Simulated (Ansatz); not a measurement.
## BiAs (model cell, started as zinc blende): following an unstable mode

Aim: this structure of BiAs (model cell, started as zinc blende) is to be tested for unstable modes, and one is followed downhill.

Main program and level: Ansatz 0.2.0; DFT PBEsol, scalar-relativistic, plane waves, PAW.

This is a report of a sequence of runs, with most program output left out.

The structure was built from a prototype and need not be the compound's stable phase.

### Step 1. Starting point

The structure is cubic, space group F-43m (No. 216). The conventional cell has a = 6.598 Å, b = 6.598 Å, c = 6.598 Å, α = 90.00°, β = 90.00°, γ = 90.00°. Nearest to Bi lie 4 As at 2.86 Å. Nearest to As lie 4 Bi at 2.86 Å. Farther neighbours are not listed.

### Step 2. The dispersion

The cell comes from relaxations at this level that are not shown. Stability and thermal properties need the whole zone. Linear response on a 4×4×4 q mesh gives force constants as far as a supercell of that size would.

The input, input.yaml:

```yaml
crystal:
  lattice:
    - [0.0, 3.2992007818, 3.2992007818]
    - [3.2992007818, 0.0, 3.2992007818]
    - [3.2992007818, 3.2992007818, 0.0]
  atoms:
    - { symbol: Bi, position: [0.0, 0.0, 0.0] }
    - { symbol: As, position: [0.25, 0.25, 0.25] }
kpoints:
  mp_grid: { grid: [12, 12, 12] }
hamiltonian:
  xc: pbesol
scf:
  occupations: { method: methfessel_paxton, width: 0.15 }
output:
  eigenvalues: true
phonons:
  method: dfpt
  qmesh: [4, 4, 4]
  temperatures: { t_max: 1000, t_step: 50 }
  qpath:
    path:
      - [[0.0, 0.0, 0.0], [-0.5, -0.5, 0.0], [-0.375, -0.375, 0.25]]
      - [[-0.375, 0.0, 0.375], [0.0, 0.0, 0.0], [0.0, 0.0, 0.5], [-0.5, -0.25, 0.25], [-0.5, -0.5, 0.0]]
    npoints: 10
```

Started as:

```console
ansatz run input.yaml --threads 4 --pin off --max-ram 7168MiB --backend cpu --events-out ev --progress --plain --runs-dir out
```

Elapsed: 9.9 min, on 4 threads of Arm Neoverse V1, shared host; peak memory 4.3 GiB.

Numbers from this step:

- volume per atom: 35.91 Å³
- gap on the k-mesh: 0 eV
- sum-rule residual before enforcement: 5.10e-5 eV/Å²
- lowest frequency on the path: -35.66 cm⁻¹
- point group: -43m
- highest frequency on the path or at a solved wavevector: 158.2 cm⁻¹
- highest optical mode at the zone centre (no LO-TO term): 158.2 cm⁻¹
- lowest optical zone-centre mode: 158.2 cm⁻¹
- lowest mode on the q mesh (acoustic modes at Γ apart): -35.66 cm⁻¹

Frequencies (cm⁻¹) solved at each irreducible wavevector; negative means imaginary. Frequencies by wavevector, by row:

```csv
q in reciprocal lattice units,star,mode 1,mode 2,mode 3,mode 4,mode 5,mode 6
0 0 0,1,0,0,0,158.2,158.2,158.2
0 0 0.25,8,-16.2,-16.2,39.8,145.8,151,151
0 0 -0.5,4,8.6,8.6,76.8,134,148.2,148.2
0 0.25 0.25,6,-35.7,-35.7,54.8,133.7,133.7,146.5
0 0.25 -0.5,24,-14.1,-5.5,77.1,128.2,130.8,141.5
0 0.25 -0.25,12,-20.4,9.3,71,137.3,142.1,144.8
0 -0.5 -0.5,3,21.4,21.4,74.1,111.3,111.3,143.5
0.25 -0.5 -0.25,6,-23,31.4,78.9,120.9,126.8,133.6
```

Interpolated from a 4×4×4 q mesh. Phonon branches along the path, in cm⁻¹:

```csv
point,branch 1,branch 2,branch 3,branch 4,branch 5,branch 6
Γ,0,0,0,158,158,158
halfway,-36,-36,55,134,134,146
X,21,21,74,111,111,144
halfway,18,23,75,115,115,142
U,12,24,77,123,123,140
jump to K,12,24,77,123,123,140
halfway,-29,-7,55,142,147,148
Γ,0,0,0,158,158,158
halfway,-16,-16,40,146,151,151
L,8,8,77,134,148,148
halfway,-17,18,80,131,137,142
W,-23,31,79,121,127,134
halfway,-6,28,76,117,118,140
X,21,21,74,111,111,144
```

Symmetry leaves 8 wavevectors to solve. The lowest mode among them, the acoustic zeros apart, lies at q = (0, 0.25, 0.25) and is imaginary, 35.7i cm⁻¹, so the energy falls along it.

### Step 3. The mode frozen in, largest atomic shift 0 Å

The mode followed lies at q = (0, 0.25, 0.25) with frequency 35.7i cm⁻¹ and is 2-fold degenerate, the softest among the wavevectors solved. At small amplitude the distorted cell has space group no. 20 by a symmetry search on the positions. The undistorted cell that holds it gives the zero of energy on the same k mesh.

System of this step: BiAs (model cell, started as zinc blende). It takes space group F-43m (No. 216, cubic). The conventional cell has a = 6.598 Å, b = 6.598 Å, c = 6.598 Å, α = 90.00°, β = 90.00°, γ = 90.00°. Nearest to Bi lie 4 As at 2.86 Å. Nearest to As lie 4 Bi at 2.86 Å. Farther neighbours are not listed.

The input, input.yaml:

```yaml
crystal:
  lattice:
    - [0.0, -3.2992007818, -3.2992007818]
    - [0.0, 3.2992007818, -3.2992007818]
    - [13.1968031271, 0.0, 0.0]
  atoms:
    - { symbol: Bi, position: [0.5, 0.5, 0.25] }
    - { symbol: Bi, position: [0.5, 0.5, 0.75] }
    - { symbol: Bi, position: [0.0, 0.0, 0.0] }
    - { symbol: Bi, position: [0.0, 0.0, 0.5] }
    - { symbol: As, position: [0.0, 0.5, 0.875] }
    - { symbol: As, position: [0.0, 0.5, 0.375] }
    - { symbol: As, position: [0.5, 0.0, 0.625] }
    - { symbol: As, position: [0.5, 0.0, 0.125] }
kpoints:
  mp_grid: { grid: [8, 8, 4] }
hamiltonian:
  xc: pbesol
scf:
  occupations: { method: methfessel_paxton, width: 0.15 }
output:
  forces: true
  stress: true
  eigenvalues: true
```

It took 18 s on 4 threads; peak memory 1.1 GiB; 71 s of CPU time.

This step gave:

```
pressure                         : 0.1412 GPa
energy from the undistorted cell : 0 meV/atom
```

The run ends at a pressure of 0.14 GPa.

### Step 4. The mode frozen in, largest atomic shift 0.6 Å

The atoms are moved along the unstable eigenvector, the largest shift by 0.6 Å, with the cell fixed.

input.yaml, the sections that differ from step 3:

```yaml
crystal:
  lattice:
    - [0.0, -3.2992007818, -3.2992007818]
    - [0.0, 3.2992007818, -3.2992007818]
    - [13.1968031271, 0.0, 0.0]
  atoms:
    - { symbol: Bi, position: [0.5774066518, 0.5178674378, 0.25] }
    - { symbol: Bi, position: [0.4225933482, 0.4821325622, 0.75] }
    - { symbol: Bi, position: [0.0178674378, 0.0774066518, 0.0] }
    - { symbol: Bi, position: [-0.0178674378, -0.0774066518, 0.5] }
    - { symbol: As, position: [-0.0909311133, 0.5909311133, 0.875] }
    - { symbol: As, position: [0.0909311133, 0.4090688867, 0.375] }
    - { symbol: As, position: [0.4679539551, -0.0320460449, 0.625] }
    - { symbol: As, position: [0.5320460449, 0.0320460449, 0.125] }
# kpoints, hamiltonian, scf, output: as in step 3
```

The job ended after 31 s (4 threads; peak memory 1.2 GiB).

Numbers from this step:

* pressure: -1.198 GPa
* energy from the undistorted cell: -24.52 meV/atom

The energy, extrapolated to zero smearing, is -24.52 meV/atom against the undistorted cell.

The run ends at a pressure of -1.20 GPa, with forces up to 0.36 eV/Å.

### Step 5. Energy along the mode, all amplitudes (two of the runs are shown above)

An imaginary frequency means negative curvature, so the energy should fall and then rise again as anharmonic terms take over.

Numbers from this step:

- depth at the lowest point sampled: 24.52 meV/atom
- largest atomic shift at that point: 0.6 Å

Energy from the parent against largest atomic shift:

```csv
largest atomic shift (Å),energy from the parent (meV/atom)
0.000,0
0.040,-0.262
0.080,-1.02
0.140,-2.91
0.220,-6.40
0.320,-11.7
0.450,-18.6
0.600,-24.5
```

Displacement at unit largest shift by atom:

```csv
atom,x (Å),y (Å),z (Å),size
Bi1,0.00,-0.33,-0.52,0.62
Bi2,0.00,0.33,0.52,0.62
Bi3,0.00,0.33,-0.52,0.62
Bi4,0.00,-0.33,0.52,0.62
As5,0.00,1.00,0.00,1.00
As6,0.00,-1.00,0.00,1.00
As7,0.00,0.00,0.35,0.35
As8,0.00,0.00,-0.35,0.35
```

The lowest of the steps tried is the last one, at 0.6 Å, 24.5 meV/atom below the parent; the bottom of the well need not coincide with a step.

### Step 6. Relaxation from the frozen mode

Starting from the lowest point found, all atoms and the cell are let go, so that strain and other modes of the same symmetry can join in.

input.yaml: that of step 4 with these lines changed.

```diff
@@ -24 +24,6 @@
   eigenvalues: true
+relax:
+  adjacent_minimum: "off"
+  f_tol: 0.002
+  max_steps: 120
+  cell: { stress_tol: 0.03 }
```

Wall time 20 min (4 threads); peak memory 1.4 GiB.

Relaxation path (22 of 31):

```csv
step,energy less that of the first step (eV),largest force component (eV/Å),pressure (GPa),volume (Å³)
1,0.0000,0.2915,-1.20,287.29
2,-0.1633,0.4706,0.67,270.97
4,-0.3795,0.0475,-0.36,260.16
5,-0.4675,0.0978,-0.03,251.51
7,-0.6686,0.1893,0.27,239.23
8,-0.7986,0.2828,0.45,232.83
10,-0.8834,0.6900,-0.14,229.21
11,-1.0339,0.2202,-0.21,230.52
12,-1.1128,0.2101,-0.05,229.35
14,-1.3533,0.1863,-0.15,227.53
15,-1.4801,0.1829,-0.10,224.94
17,-1.6759,0.1221,-0.12,218.76
18,-1.6450,0.4227,1.34,212.86
20,-1.7433,0.1016,-0.22,216.31
21,-1.7640,0.2645,0.65,212.20
22,-1.8139,0.0370,0.09,212.37
24,-1.8218,0.0420,0.17,211.67
25,-1.8221,0.0306,-0.06,212.45
27,-1.8226,0.0006,0.00,212.22
28*,-1.8233,0.0006,0.03,212.22
30,-1.8234,0.0001,0.00,212.30
31*,-1.8234,0.0001,0.00,212.30
```

Relaxation steps marked * repeat the geometry before them on a plane-wave basis chosen anew for their cell, so energy and pressure can jump there. Other such steps can lie between the rows shown. Relaxation steps 10, 18 were tried and not accepted.

The run keeps the 4 symmetry operations that it works with, so distortions that break them were not tested.

```csv
cell as run,before,after,change
a (Å),4.666,4.153,-11.0 %
b (Å),4.666,4.153,-11.0 %
c (Å),13.197,14.213,+7.7 %
γ (°),90.00,60.00,-33.3 %
volume (Å³/atom),35.91,26.54,-26.1 %
```

The atoms that moved most (Å, as changes of fractional coordinates times the final cell):

```csv
atom,dx,dy,dz,length
Bi3,-0.036,-1.162,-0.257,1.190
Bi2,0.036,-1.162,0.257,1.190
Bi4,-0.036,1.162,0.257,1.190
Bi1,0.036,1.162,-0.257,1.190
As7,0.000,0.000,0.968,0.968
As8,0.000,0.000,-0.968,0.968
As5,0.000,-0.378,0.000,0.378
As6,0.000,0.378,0.000,0.378
```

Final coordinates:

```cif
data_structure
_symmetry_space_group_name_H-M 'P 1'
_symmetry_Int_Tables_number 1
_cell_length_a 4.1530
_cell_length_b 4.1530
_cell_length_c 14.2125
_cell_angle_alpha 90.000
_cell_angle_beta 90.000
_cell_angle_gamma 60.002
_cell_volume 212.30
loop_
_atom_site_label
_atom_site_type_symbol
_atom_site_fract_x
_atom_site_fract_y
_atom_site_fract_z
_atom_site_occupancy
Bi1 Bi 0.33340 0.83329 0.25253 1
Bi2 Bi 0.66660 0.16671 0.75253 1
Bi3 Bi 0.33329 0.83340 0.99747 1
Bi4 Bi 0.66671 0.16660 0.49747 1
As5 As 0.99998 0.50002 0.87500 1
As6 As 0.00002 0.49998 0.37500 1
As7 As 0.33332 0.83332 0.62500 1
As8 As 0.66668 0.16668 0.12500 1
```

This step gave:

```yaml
pressure: 1.07e-4 GPa
volume_per_atom: 26.54 Å³
```

The distorted start has space group C222_1; the relaxation ends in P6_3/mmc.

### Step 7. The new phase in its own primitive cell

The relaxed structure is symmetrised, reduced to its primitive cell and relaxed tightly, as its phonons need.

The input, input.yaml:

```yaml
crystal:
  lattice:
    - [4.1530496395, 0.0, 0.0]
    - [-2.0765248198, 3.596646491, 0.0]
    - [0.0, 0.0, 14.2125016762]
  atoms:
    - { symbol: Bi, position: [0.6666666667, 0.3333333333, 0.8775264778] }
    - { symbol: Bi, position: [0.3333333333, 0.6666666667, 0.3775264778] }
    - { symbol: Bi, position: [0.6666666667, 0.3333333333, 0.6224735222] }
    - { symbol: Bi, position: [0.3333333333, 0.6666666667, 0.1224735222] }
    - { symbol: As, position: [0.0, 0.0, 0.5] }
    - { symbol: As, position: [0.0, 0.0, 0.0] }
    - { symbol: As, position: [0.6666666667, 0.3333333333, 0.25] }
    - { symbol: As, position: [0.3333333333, 0.6666666667, 0.75] }
kpoints:
  mp_grid: { grid: [9, 9, 4] }
hamiltonian:
  xc: pbesol
scf:
  occupations: { method: methfessel_paxton, width: 0.15 }
output:
  forces: true
  stress: true
  eigenvalues: true
relax:
  adjacent_minimum: "off"
  f_tol: 0.001
  max_steps: 60
  cell: { stress_tol: 0.01 }
```

The job ended after 36 s (4 threads; peak memory 0.9 GiB).

Little changed from the start: no atom moved by 0.005 Å and no cell edge by 0.1 %.

This step gave:

```yaml
pressure: -4.15e-4 GPa
```

The largest force component left is 0.088 meV/Å and the pressure is 0.000 GPa, within the tolerances set. The cell now holds 26.54 Å³/atom.

### Step 8. Outcome

```
unstable mode of the parent                                                      : q = (0, 0.25, 0.25), 36i cm⁻¹
depth at the lowest point sampled                                                : 24.5 meV/atom
largest atomic shift at that point                                               : 0.6 Å
space group reached (within 0.01 Å)                                              : P6_3/mmc
energy gained over the parent (first relaxation, on the mesh of the frozen mode) : 252 meV/atom
volume per atom, phase reached                                                   : 26.5 Å³
```

From this start the structure relaxes into P6_3/mmc, 252 meV/atom below the parent. At the parent's cell the well is 24.52 meV/atom deep on the steps tried, with its lowest point at a shift of 0.6 Å. That is the last step tried, so the steps alone don't bracket the bottom of the well. Relaxing atoms and cell changes the gain by +227.92 meV/atom against the lowest step (energies at zero smearing). Most of the total comes from this relaxation. The frozen pattern makes up only 0 % of the final shifts of the atoms, so other modes or strain give most of the change. The modes of the phase reached were not computed on this path. Of the 2 patterns followed to their end from this parent, this one reaches the lowest energy. Each path keeps the symmetry of its pattern, so a lower phase may lie along a pattern not tried. With no gap, or one that is small against the smearing, the frequencies hang on the k mesh and the smearing, most of all near Kohn anomalies. Spin-orbit coupling is left out, which can matter for the heavy elements here. A phonon run warned that its eigensolver left some bands unconverged in a pass. The starting cell was built on a prototype and not taken from a measurement, so the phase need not exist.

[Logs are printed without paths, hosts, clocks, repeated set-up lines and the standing remarks that a program may print on its own settings, such as how far it seeks lower states.]

[Hosts, paths, dates, database ids (printed as entryN), source tags and the programs' standing remarks are cut or masked in the printed files.]
